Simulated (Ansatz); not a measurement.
# Decaying states in the gap of Na5I4Cl, part 2 of 3

Aim: relax a made-up compound, Na5I4Cl, and see how good a tunnel barrier it would be. It is built by putting I for Br in the Na5Br4Cl structure of space group I4/mmm, with the volume rescaled by atomic radii. The parent structure comes from the Materials Project.

Ansatz 0.2.0; LDA DFT, plane waves, PAW files (the session's first sound run).

So far, gap on the k-mesh (eV): step 3 (band edges) 3.58.

The structure was built from a prototype and need not be the compound's stable phase.

## 4. Decaying states in the gap

This step: LDA DFT, plane waves, PAW files; complex bands by layer matching along the plane's normal (Ansatz 0.2.0).

The same crystal is laid in a cell whose first two vectors span the (001) plane (indices of the standard conventional cell, whose axes can be ordered otherwise than in the bulk input). At fixed energy and wavevector in the plane the solver finds all kz, real and complex. A few wavevectors are listed, (0, 0) and (0.5, 0) in units of the plane's reciprocal vectors; the slowest state needn't be among them.

Contents of input.yaml:

```yaml
crystal:
  lattice:
    - [4.351528678, 0.0, 0.0]
    - [0.0, 4.351528678, 0.0]
    - [2.175764339, 2.175764339, 15.256594854]
  atoms:
    - { symbol: Na, position: [0.2007478175, 0.2007478175, 0.598504365] }
    - { symbol: Na, position: [0.7992521825, 0.7992521825, 0.401495635] }
    - { symbol: Na, position: [0.4102321685, 0.4102321685, 0.179535663] }
    - { symbol: Na, position: [0.0, 0.0, 0.0] }
    - { symbol: Na, position: [0.5897678315, 0.5897678315, 0.820464337] }
    - { symbol: I, position: [0.0975133925, 0.0975133925, 0.804973215] }
    - { symbol: I, position: [0.6968076915, 0.6968076915, 0.606384617] }
    - { symbol: I, position: [0.3031923085, 0.3031923085, 0.393615383] }
    - { symbol: I, position: [0.9024866075, 0.9024866075, 0.195026785] }
    - { symbol: Cl, position: [0.5, 0.5, 0.0] }
kpoints:
  mp_grid: { grid: [6, 6, 6] }
scf:
  occupations: { method: fixed }
hamiltonian:
  xc: lda
output:
  eigenvalues: true
  transmission:
    leads: [[0, 0]]
    kpoints: [[0.0, 0.0], [0.5, 0.0]]
    e_range: [-1.0, 4.58]
    de: 0.11
```

The run is started by

```sh
$ ansatz run input.yaml --threads 2 --pin off --max-ram 4096MiB --backend cpu --events-out ev --progress --plain --runs-dir out
```

Numbers of over 12 decimals in the logs are rounded to 6 here.

Output:

```text
[...]
Crystal: 10 atoms, lattice volume = 288.896 Å³
Basis set: ecut = 420 eV, 5659 PW (Γ)
Bands: 72, of which v1, the nominal top of the filled ones, is band 60 counted from 1 (59 counted from 0)
Symmetry: 16 space group operations
[...]
k-points: 30 of 216
[...]
SCF iter   1: F=—  HF=-37814.131955 eV  |F-HF|=—  |Δ(HF+E_count)|=         —  Δρ=6.22e-3  dr2=6.05e-2  ethr=1.77e-3  ⟨swp⟩=5.5  Hψ=7490  notcnv=0  defer=257
[...]
SCF iter   6: F=-37814.101834 eV  HF=-37814.101834 eV  |F-HF|=2.02e-8  |Δ(HF+E_count)|=   6.06e-7  Δρ=5.50e-6  dr2=7.18e-8  ethr=8.33e-11  ⟨swp⟩=15.3  Hψ=13203  notcnv=0
SCF 1 converged in 6 iterations: F = -37814.101834 eV  dr2 = 7.18e-8
[...]
transmission: 21 of 42 steps passed
transmission: 42 of 42 steps passed
SCF converged after 6 iterations
Free energy (F): -37814.101834 eV
[...]
Internal energy: -37814.101834 eV  (E = F + TS)
E sigma→0 (E₀):  -37814.101834 eV
Fermi energy:    3.522060 eV
[...]
--- Band table (eV; the first three rows and the last of 30) ---
  k-point 0: bands = [... 56 lower, 3.2289, 3.3906, 3.5221, 3.5221, 7.0978, 8.2389, 8.4980, 8.6972, ... 8 higher]
  k-point 1: bands = [... 56 lower, 3.2407, 3.3492, 3.5177, 3.5177, 7.1625, 8.1921, 8.3568, 8.5982, ... 8 higher]
  k-point 2: bands = [... 56 lower, 3.2635, 3.2635, 3.5082, 3.5082, 7.3395, 8.0106, 8.1348, 8.7213, ... 8 higher]
  k-point 29: bands = [... 56 lower, 2.4642, 2.4856, 2.6249, 2.6359, 8.0972, 8.2344, 8.7767, 8.9627, ... 8 higher]
--- Transmission ---
  basis      : 169 plane waves across, 21 finite elements along
  points     : 2, as listed
  energies   : 51 from -1.000000 to 4.500000 eV about the Fermi level, 0.110000 eV apart; the leads are filled to 1.787853 eV, and channels, transmission and decay are at 1.750000 eV
  crystal 0  : I4Na5Cl1, at the sites [0, 0], period 15.2566 Å: whole cells are its period
    offset         : up to 0.0000 Å between an atom of the period and one for which it stands
    channels       : 0.000000e0 a spin
    conductance    : none, the energies end too early or step too widely for 300 K: set another output.transmission.e_range or a lower de, or, where they end at an eighth of basis.ecutwfc, a higher one
    slowest decay  : 0.2661 /Å at (0.0000, 0.0000)
```

It took 41 s on 2 threads of Arm Neoverse V2, shared host; peak memory 0.74 GiB.

This step gave:

```yaml
free_energy: -37814.1018 eV
level_to_which_the_leads_are_filled: 1.788 eV from the Fermi level
decay_constant_at_the_filling_level_zone_centre: 0.2661 Å⁻¹
decay_constant_at_the_filling_level_slowest_listed_point: 0.2661 Å⁻¹
```

K parallel (0, 0); values up to 1.181 1/Å, a degenerate pair printed once or twice; energies at which all values exceed this have no row. Im kz of the slowest decaying states against energy, zero at the highest filled level on the SCF mesh:

```csv
energy (eV),decay 1 (Å⁻¹),decay 2 (Å⁻¹),decay 3 (Å⁻¹),decay 4 (Å⁻¹)
-1.00,0.318,0.735,-,-
-0.78,0.0198,0.0314,0.729,-
-0.56,0.0691,0.0834,0.722,-
-0.34,0.109,0.714,-,-
-0.12,0.0354,0.149,0.705,-
-0.01,0.110,0.700,-,-
0.10,0.146,0.244,0.695,-
0.32,0.192,0.372,0.685,-
0.54,0.221,0.443,0.673,1.16
0.76,0.241,0.492,0.661,1.14
0.98,0.254,0.529,0.647,1.11
1.20,0.262,0.557,0.633,1.08
1.42,0.267,0.579,0.617,1.05
1.64,0.267,0.597,0.601,1.02
1.86,0.264,0.583,0.611,0.993
2.08,0.258,0.564,0.622,0.962
2.30,0.248,0.544,0.630,0.930
2.52,0.234,0.522,0.635,0.897
2.74,0.216,0.499,0.639,0.862
2.96,0.191,0.473,0.641,0.826
3.18,0.158,0.445,0.641,0.788
3.40,0.109,0.414,0.640,0.748
3.62,0.379,0.637,0.706,-
3.84,0.338,0.633,0.661,-
4.06,0.0254,0.290,0.612,0.627
4.28,0.227,0.559,0.621,-
4.50,0.126,0.500,0.613,-
```

K parallel (0.5, 0); values up to 1.181 1/Å, a degenerate pair printed once or twice; energies at which all values exceed this have no row. The Im kz of the slowest decaying states by energy, zero at the highest filled level on the SCF mesh:

```csv
energy (eV),decay 1 (Å⁻¹),decay 2 (Å⁻¹),decay 3 (Å⁻¹)
-1.00,0.0470,0.996,1.18
-0.78,0.0843,0.937,1.15
-0.45,0.0565,0.749,1.12
-0.23,0.216,0.523,1.10
-0.01,0.282,0.824,1.08
0.10,0.307,0.859,1.06
0.32,0.345,0.901,1.04
0.54,0.375,0.923,1.02
0.87,0.408,0.940,0.986
1.09,0.424,0.943,0.964
1.31,0.436,0.941,0.943
1.64,0.447,0.908,0.938
1.86,0.451,0.886,0.932
2.19,0.452,0.852,0.919
2.41,0.449,0.830,0.909
2.63,0.443,0.808,0.897
2.96,0.429,0.774,0.877
3.18,0.416,0.752,0.863
3.40,0.400,0.729,0.847
3.73,0.369,0.694,0.821
3.95,0.344,0.670,0.802
4.28,0.295,0.632,0.773
4.50,0.252,0.606,0.751
```

At the listed wavevectors the last open channel is at -0.01 eV and the next at +3.62 eV on the grid. At +1.75 eV, the grid energy nearest the filling level (the middle of the gap on the SCF mesh), the slowest state at the listed wavevectors decays with κ = 0.266 Å⁻¹, its amplitude falling by e over 3.8 Å. Through 1 nm of this crystal that state's transmission falls by exp(−2 × 0.266 Å⁻¹ × 10 Å) = 0.0049.

## 5. Band edges at another level, cutoff 1440 eV

This step: LDA DFT, plane waves, JTH PAW files (Ansatz 0.2.0).

The edges again with JTH files, at the same atoms. Against that run the cutoff is 1440 eV against 420.

Contents of input.yaml:

```yaml
crystal:
  lattice:
    - [-2.1757643388, 2.1757643388, 15.2565948538]
    - [2.1757643388, -2.1757643388, 15.2565948538]
    - [2.1757643388, 2.1757643388, -15.2565948538]
  atoms:
    - { symbol: Na, position: [0.7992521825, 0.7992521825, 0.0] }
    - { symbol: Na, position: [0.2007478175, 0.2007478175, 0.0] }
    - { symbol: Na, position: [0.5897678315, 0.5897678315, 0.0] }
    - { symbol: Na, position: [0.0, 0.0, 0.0] }
    - { symbol: Na, position: [0.4102321685, 0.4102321685, 0.0] }
    - { symbol: I, position: [0.9024866075, 0.9024866075, 0.0] }
    - { symbol: I, position: [0.3031923085, 0.3031923085, 0.0] }
    - { symbol: I, position: [0.6968076915, 0.6968076915, 0.0] }
    - { symbol: I, position: [0.0975133925, 0.0975133925, 0.0] }
    - { symbol: Cl, position: [0.5, 0.5, 0.0] }
kpoints:
  mp_grid: { grid: [8, 8, 8] }
  band_path: { path: [VBM, CBM], npoints: 30 }
scf:
  occupations: { method: fixed }
hamiltonian:
  xc: lda
  pseudopotentials: { kind: paw, source: jth }
output:
  eigenvalues: true
```

Output:

```text
Warning: <dir> the checks of this Na dataset prove no rule for summing its radial tables, as where they were carried onto another mesh than they were made on, and Gregory's rule is taken, under which a leading mesh point left out moves its sums only by what lay on the interval it spanned. That does not make them correct, and they differ from Quantum ESPRESSO's on this file; a re-export a fraction of a mesh step off can move them. hamiltonian.pseudopotentials.radial_quadrature: simpson_from_first_knot sums it by `pw.x`'s rule; on a PAW file no value gives `pw.x`'s numbers. What more to know: hamiltonian.pseudopotentials.radial_quadrature, in the input reference
Warning: <dir> the checks of this I dataset prove no rule for summing its radial tables, as where they were carried onto another mesh than they were made on, and Gregory's rule is taken, under which a leading mesh point left out moves its sums only by what lay on the interval it spanned. That does not make them correct, and they differ from Quantum ESPRESSO's on this file; a re-export a fraction of a mesh step off can move them. hamiltonian.pseudopotentials.radial_quadrature: simpson_from_first_knot sums it by `pw.x`'s rule; on a PAW file no value gives `pw.x`'s numbers. What more to know: hamiltonian.pseudopotentials.radial_quadrature, in the input reference
Warning: <dir> the checks of this Cl dataset prove no rule for summing its radial tables, as where they were carried onto another mesh than they were made on, and Gregory's rule is taken, under which a leading mesh point left out moves its sums only by what lay on the interval it spanned. That does not make them correct, and they differ from Quantum ESPRESSO's on this file; a re-export a fraction of a mesh step off can move them. hamiltonian.pseudopotentials.radial_quadrature: simpson_from_first_knot sums it by `pw.x`'s rule; on a PAW file no value gives `pw.x`'s numbers. What more to know: hamiltonian.pseudopotentials.radial_quadrature, in the input reference
[...]
Crystal: 10 atoms, lattice volume = 288.896 Å³
Basis set: ecut = 1440 eV, 35795 PW (Γ), FFT grids on a1+a3, a2+a3, a3
Bands: 50, of which v1, the nominal top of the filled ones, is band 40 counted from 1 (39 counted from 0)
Symmetry: 16 space group operations
[...]
k-points: 59 of 512
[...]
SCF iter   1: F=—  HF=-28380.044962 eV  |F-HF|=—  |Δ(HF+E_count)|=         —  Δρ=5.92e-2  dr2=1.47e1  ethr=3.10e-3  ⟨swp⟩=6.1  Hψ=12447  notcnv=0  defer=449
[...]
SCF iter   9: F=-28374.238940 eV  HF=-28374.238940 eV  |F-HF|=1.48e-8  |Δ(HF+E_count)|=   3.74e-9  Δρ=1.98e-6  dr2=2.57e-8  ethr=1.25e-10  ⟨swp⟩=25.2  Hψ=23260  notcnv=0
SCF 1 converged in 9 iterations: F = -28374.238940 eV  dr2 = 2.57e-8
[...]
SCF converged after 9 iterations
Free energy (F): -28374.238940 eV
[...]
Internal energy: -28374.238940 eV  (E = F + TS)
E sigma→0 (E₀):  -28374.238940 eV
Fermi energy:    2.416676 eV
[...]
--- Band table (eV; the first three rows and the last of 59) ---
  k-point 0: bands = [... 36 lower, 2.1240, 2.2860, 2.4167, 2.4167, 5.9872, 7.1124, 7.3791, 7.5891, ... 6 higher]
  k-point 1: bands = [... 36 lower, 1.9331, 2.1349, 2.2259, 2.3204, 6.6978, 7.7357, 7.8269, 8.0059, ... 6 higher]
  k-point 2: bands = [... 36 lower, 1.7347, 1.8360, 2.0480, 2.1025, 7.6423, 8.2997, 8.5356, 8.7347, ... 6 higher]
  k-point 58: bands = [... 36 lower, 2.1699, 2.1699, 2.3976, 2.3976, 6.4069, 6.6675, 6.9832, 7.6687, ... 6 higher]
```

Elapsed: 4 min, on 2 threads; peak memory 3.4 GiB.

This step gave:

```yaml
free_energy: -28374.2389 eV
fermi_energy: 2.417 eV
gap_on_the_k_mesh: 3.571 eV
gap_on_path: 3.571 eV, by band count; negative where bands overlap
direct_gap_on_path: 3.571 eV
```

Levels at VBM (eV): -2.45, -2.23, -1.58, -1.58, -1.47, -1.21, -0.78, -0.78, -0.59, -0.59, -0.29, -0.29, -0.13, 0.00, 0.00, 3.57, 4.70, 4.96, 5.17, 5.21, 5.42, 5.59, 6.52, 6.93.

The searched edges give 3.57 eV, as on the mesh.

## 6. Complex bands at another level

This step: LDA DFT, plane waves, JTH PAW files; complex bands by layer matching along the plane's normal (Ansatz 0.2.0).

The complex bands at that level, over its own gap, at (0, 0) and (0.5, 0).

Contents of input.yaml:

```yaml
crystal:
  lattice:
    - [4.351528678, 0.0, 0.0]
    - [0.0, 4.351528678, 0.0]
    - [2.175764339, 2.175764339, 15.256594854]
  atoms:
    - { symbol: Na, position: [0.2007478175, 0.2007478175, 0.598504365] }
    - { symbol: Na, position: [0.7992521825, 0.7992521825, 0.401495635] }
    - { symbol: Na, position: [0.4102321685, 0.4102321685, 0.179535663] }
    - { symbol: Na, position: [0.0, 0.0, 0.0] }
    - { symbol: Na, position: [0.5897678315, 0.5897678315, 0.820464337] }
    - { symbol: I, position: [0.0975133925, 0.0975133925, 0.804973215] }
    - { symbol: I, position: [0.6968076915, 0.6968076915, 0.606384617] }
    - { symbol: I, position: [0.3031923085, 0.3031923085, 0.393615383] }
    - { symbol: I, position: [0.9024866075, 0.9024866075, 0.195026785] }
    - { symbol: Cl, position: [0.5, 0.5, 0.0] }
kpoints:
  mp_grid: { grid: [6, 6, 6] }
scf:
  occupations: { method: fixed }
hamiltonian:
  xc: lda
  pseudopotentials: { kind: paw, source: jth }
output:
  eigenvalues: true
  transmission:
    leads: [[0, 0]]
    kpoints: [[0.0, 0.0], [0.5, 0.0]]
    e_range: [-1.0, 4.57]
    de: 0.11
```

Output:

```text
Warning: <dir> the checks of this Na dataset prove no rule for summing its radial tables, as where they were carried onto another mesh than they were made on, and Gregory's rule is taken, under which a leading mesh point left out moves its sums only by what lay on the interval it spanned. That does not make them correct, and they differ from Quantum ESPRESSO's on this file; a re-export a fraction of a mesh step off can move them. hamiltonian.pseudopotentials.radial_quadrature: simpson_from_first_knot sums it by `pw.x`'s rule; on a PAW file no value gives `pw.x`'s numbers. What more to know: hamiltonian.pseudopotentials.radial_quadrature, in the input reference
Warning: <dir> the checks of this I dataset prove no rule for summing its radial tables, as where they were carried onto another mesh than they were made on, and Gregory's rule is taken, under which a leading mesh point left out moves its sums only by what lay on the interval it spanned. That does not make them correct, and they differ from Quantum ESPRESSO's on this file; a re-export a fraction of a mesh step off can move them. hamiltonian.pseudopotentials.radial_quadrature: simpson_from_first_knot sums it by `pw.x`'s rule; on a PAW file no value gives `pw.x`'s numbers. What more to know: hamiltonian.pseudopotentials.radial_quadrature, in the input reference
Warning: <dir> the checks of this Cl dataset prove no rule for summing its radial tables, as where they were carried onto another mesh than they were made on, and Gregory's rule is taken, under which a leading mesh point left out moves its sums only by what lay on the interval it spanned. That does not make them correct, and they differ from Quantum ESPRESSO's on this file; a re-export a fraction of a mesh step off can move them. hamiltonian.pseudopotentials.radial_quadrature: simpson_from_first_knot sums it by `pw.x`'s rule; on a PAW file no value gives `pw.x`'s numbers. What more to know: hamiltonian.pseudopotentials.radial_quadrature, in the input reference
Engine: ansatz 0.2.0, aarch64-unknown-linux-gnu
Pseudopotentials: kind: paw
Pseudopotential: Na, paw, valence charge 9, recommended cutoff 1440 eV (normal), Na.paw.azcp
Pseudopotential: I, paw, valence charge 7, recommended cutoff 480 eV (normal), I.paw.azcp
Pseudopotential: Cl, paw, valence charge 7, recommended cutoff 930 eV (normal), Cl.paw.azcp
Functional definition: SPW92
  exchange = slater_x
  correlation = pw_c
Error: memory limit exceeded: the `transmission` phase of `transmission` needs 8.72 GiB against the run's memory maximum of 4.00 GiB; largest carriers: transmission 8.23 GiB, unmodelled-tail allowance 0.30 GiB, source scf tables 0.18 GiB, source scf state 0.01 GiB; the layers of output.transmission grow with the square of the cell's cross-section: a lower cutoff or a narrower output.transmission.e_range takes less, and so, most of all in a narrow cell, does a wider de; where no e_range is typed, a fill by count is planned with a gap of 40 thermal energies
with nothing else changed it takes a maximum of at least 8.73 GiB, with nothing to spare, and 9.60 GiB leaves up to a tenth: --max-ram 9.60GiB where that set the maximum, else more of the term that did, and with no share typed, where 9.60 GiB is over 0.88 of the host's memory or its container's limit, a share of 0.88 or more that holds the maximum too (--max-ram-frac F), where one does; The budget is ten elevenths of [...]
`transmission` follows the SCF: where the deck gives it k-points, a mesh or a band count of its own, those are what to reduce (not on a resume, whose deck is fixed)
```

It took 0.4 s on 2 threads; peak memory 0.31 GiB.

The input was rejected at the start.

The program's message: “Error: memory limit exceeded: the `transmission` phase of `transmission` needs 8.72 GiB against the run's memory maximum of 4.00 GiB; largest carriers: transmission 8.23 GiB, unmodelled-tail allowance …”

[end of part 2 of 3]

[Logs are printed without paths, hosts, clocks, repeated set-up lines and the standing remarks that a program may print on its own settings, such as how far it seeks lower states.]

[Hosts, paths, dates, database ids (printed as entryN), source tags and the programs' standing remarks are cut or masked in the printed files.]
